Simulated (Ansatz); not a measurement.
# The perfect V wire along [111], 14 atoms a period, part 2 of 2

Wanted: the relaxed geometry and the bands of the V wire along [111], 14 atoms a period.

Ansatz 0.2.0; DFT PBE, plane waves, PAW; relaxation of a wire's period; PAW set soft_1 (the session's first sound run).

So far: The starting structure; The relaxed wire.

## 2. The relaxed wire (continued)

Relaxation path:

```
step  energy less that of the first step (eV)  largest force component (eV/Å)  pressure (GPa)  volume (Å³)
   1                                   0.0000                          1.3231           -4.85       522.23
   2                                  -1.0113                          0.2978            0.46       504.88
   3                                  -1.0757                          0.1562           -0.07       503.38
   4                                  -1.0677                          0.2197           -0.10       501.19
   5                                  -1.0942                          0.0697           -0.12       501.69
   6                                  -1.1060                          0.0447           -0.16       497.25
   7                                  -1.1076                          0.0210           -0.06       497.36
  8*                                  -1.0984                          0.0210           -0.05       497.36
```

Relaxation steps marked * repeat the geometry before them on a plane-wave basis chosen anew for their cell, so energy and pressure can jump there. Relaxation step 4 was tried and not accepted.

Forces are held to the 2 operations that the run works with; a distortion that breaks them can't arise in this run.

```
cell as run  before  after  change
      c (Å)   2.589  2.466  -4.8 %
```

The atoms that moved most (Å, along periodic axes as changes of fractional coordinates times the final cell, across vacuum about the mean position):

```
atom      dx      dy      dz  length
  V4   0.059   0.050   0.198   0.212
  V7  -0.059  -0.050  -0.198   0.212
  V1   0.147  -0.094   0.003   0.174
 V12  -0.147   0.094  -0.003   0.174
 V10   0.033  -0.170  -0.002   0.173
 V13  -0.033   0.170   0.002   0.173
  V3   0.053  -0.009  -0.071   0.089
  V9  -0.053   0.009   0.071   0.089
```

This step gave:

| Property | Result |
| --- | --- |
| energy at zero smearing | -40761.3036 eV |
| cell length along the wire | 2.466 Å |

The cell's length comes to 2.466 Å with spin left out.

## 3. The wire at its relaxed period

This step: DFT PBE, plane waves, PAW; bands of a perfect wire; PAW set soft_1 (Ansatz 0.2.0).

At the relaxed period the bands are computed along the axis; those that cross an energy going forward count the channels that a perfect wire would open there.

The input, input.yaml:

```yaml
crystal:
  lattice:
    - [13.143, 0.0, 0.0]
    - [0.0, 15.345, 0.0]
    - [0.0, 0.0, 2.4660686852]
  atoms:
    - { symbol: V, position: [0.269898181, 0.692760281, 0.001389345] }
    - { symbol: V, position: [0.418451281, 0.459963875, 0.026153305] }
    - { symbol: V, position: [0.584442762, 0.698303053, 0.971219206] }
    - { symbol: V, position: [0.2632021, 0.383952726, 0.41352646] }
    - { symbol: V, position: [0.421508873, 0.617347887, 0.333520989] }
    - { symbol: V, position: [0.578491127, 0.382628439, 0.333145678] }
    - { symbol: V, position: [0.7367979, 0.6160236, 0.253140207] }
    - { symbol: V, position: [0.257248257, 0.537910271, 0.696376587] }
    - { symbol: V, position: [0.415557238, 0.301673273, 0.69544746] }
    - { symbol: V, position: [0.422113617, 0.767351059, 0.665895951] }
    - { symbol: V, position: [0.581548719, 0.54001245, 0.640513362] }
    - { symbol: V, position: [0.730101819, 0.307216044, 0.665277322] }
    - { symbol: V, position: [0.577886383, 0.232625266, 0.000770716] }
    - { symbol: V, position: [0.742751743, 0.462066055, 0.970290079] }
kpoints:
  mp_grid: { grid: [1, 1, 33] }
  band_path: { path: ["Γ", Z], npoints: 90 }
scf:
  occupations: { method: fermi_dirac, width: 0.05 }
hamiltonian:
  xc: pbe
  pseudopotentials: { kind: paw, azcp: { folder: soft_1 } }
output:
  dos: { e_range: [-5, 4] }
  write_potential: true
  write_density: true
  volumetric_format: npy
```

Command:

```sh
$ ansatz run input.yaml --threads 4 --pin off --max-ram 16384MiB --backend cpu --events-out ev --progress --plain --runs-dir out
```

Numbers of over 12 decimals in the logs are rounded to 6 here.

Output:

```text
[...]
Crystal: 14 atoms, lattice volume = 497.355 Å³
Basis set: ecut = 420 eV, 9673 PW (Γ)
Bands: 110, of which v1, the nominal top of the filled ones, is band 91 counted from 1 (90 counted from 0)
Symmetry: 2 space group operations
[...]
k-points: 17 of 33
[...]
SCF iter   1: F=—  HF=-40785.180391 eV  |F-HF|=—  |Δ(HF+E_count)|=         —  Δρ=7.74e-2  dr2=2.63e2  ethr=3.10e-3  ⟨swp⟩=10.1  Hψ=8971  notcnv=0
[...]
SCF iter  14: F=-40761.386172 eV  HF=-40761.386172 eV  |F-HF|=3.20e-10  |Δ(HF+E_count)|=   7.41e-8  Δρ=1.96e-6  dr2=2.91e-8  ethr=5.49e-11  ⟨swp⟩=20.6  Hψ=7807  notcnv=0
SCF 1 converged in 14 iterations: F = -40761.386172 eV  dr2 = 2.91e-8
[...]
NSCF: frozen V_eff on 91 k-points
WARN: The output density's exchange-correlation potential varies sharply where the density is thin. Do not read a vacuum level from v_tot or v_xc, or from such a field of the output density. On a cell that repeats whose density bears no net charge and no dipole along the vacuum's axis use v_es (v_loc + v_h of the components); under efield.dipole_correction with no amplitude use v_es + v_field, which holds any externa [...]
SCF converged after 14 iterations
Free energy (F): -40761.386172 eV
[...]
Internal energy: -40761.219424 eV  (E = F + TS)
E sigma→0 (E₀):  -40761.302798 eV
Entropy (-TS):   -0.166748 eV (-11.911 meV/atom)
Fermi energy:    4.036006 eV
[...]
--- Band table (eV; the first three rows and the last of 17) ---
  k-point 0: bands = [... 87 lower, 3.5692, 3.6073, 3.6082, 3.6679, 3.7616, 3.8901, 3.9860, 4.1120, ... 15 higher]
  k-point 1: bands = [... 87 lower, 3.5726, 3.5997, 3.6047, 3.6740, 3.7769, 3.8778, 3.9934, 4.1036, ... 15 higher]
  k-point 2: bands = [... 87 lower, 3.5788, 3.5950, 3.6115, 3.6928, 3.8291, 3.8432, 4.0097, 4.0847, ... 15 higher]
  k-point 16: bands = [... 87 lower, 4.1432, 4.3137, 4.5959, 4.6075, 4.7034, 4.7529, 4.7815, 4.9660, ... 15 higher]
```

Run time: 89 s. Hardware: 4 threads of Arm Neoverse V2, shared host; peak memory 2.8 GiB; 5.8 min of CPU time.

Reading the cycles: dr2 is the Hartree energy of the density residual (eV), the measure of convergence; HF is the Harris–Foulkes estimate of the energy, which meets the free energy F at convergence.

This step gave:

| Property | Result |
| --- | --- |
| energy at zero smearing | -40761.3028 eV |
| band gap | 0 eV |

Electronic bands along the path, in eV, zero at the Fermi level; # counts the bands kept:

```
  point    #32    #33    #34    #35    #36    #37    #38   #39
      Γ  -0.47  -0.43  -0.43  -0.37  -0.27  -0.15  -0.05  0.08
halfway  -0.24  -0.21  -0.14  -0.02   0.00   0.02   0.14  0.20
      Z   0.18   0.21   0.57   0.58   0.68   0.72   0.74  0.93
```

Between Γ and Z the bands cross the Fermi level 7 times, so a perfect wire would conduct at least 7 G₀, with spin left out.

## 4. Results

| Property | Result |
| --- | --- |
| cell length, PBE | 2.466 Å |
| ballistic conductance by band crossings, a lower bound, PBE | 7 G₀ |

Under PBE the cell's length is 2.47 Å, and the bands cross the Fermi level 7 times between Γ and Z, which gives a perfect wire at least 7 G₀ (opposite crossings within one step of the path cancel in such a count). No spin was allowed, though thin wires with open d shells can turn magnetic.

[Logs are printed without paths, hosts, clocks, repeated set-up lines and the standing remarks that a program may print on its own settings, such as how far it seeks lower states.]

[Hosts, paths, dates, database ids (printed as entryN), source tags and the programs' standing remarks are cut or masked in the printed files.]
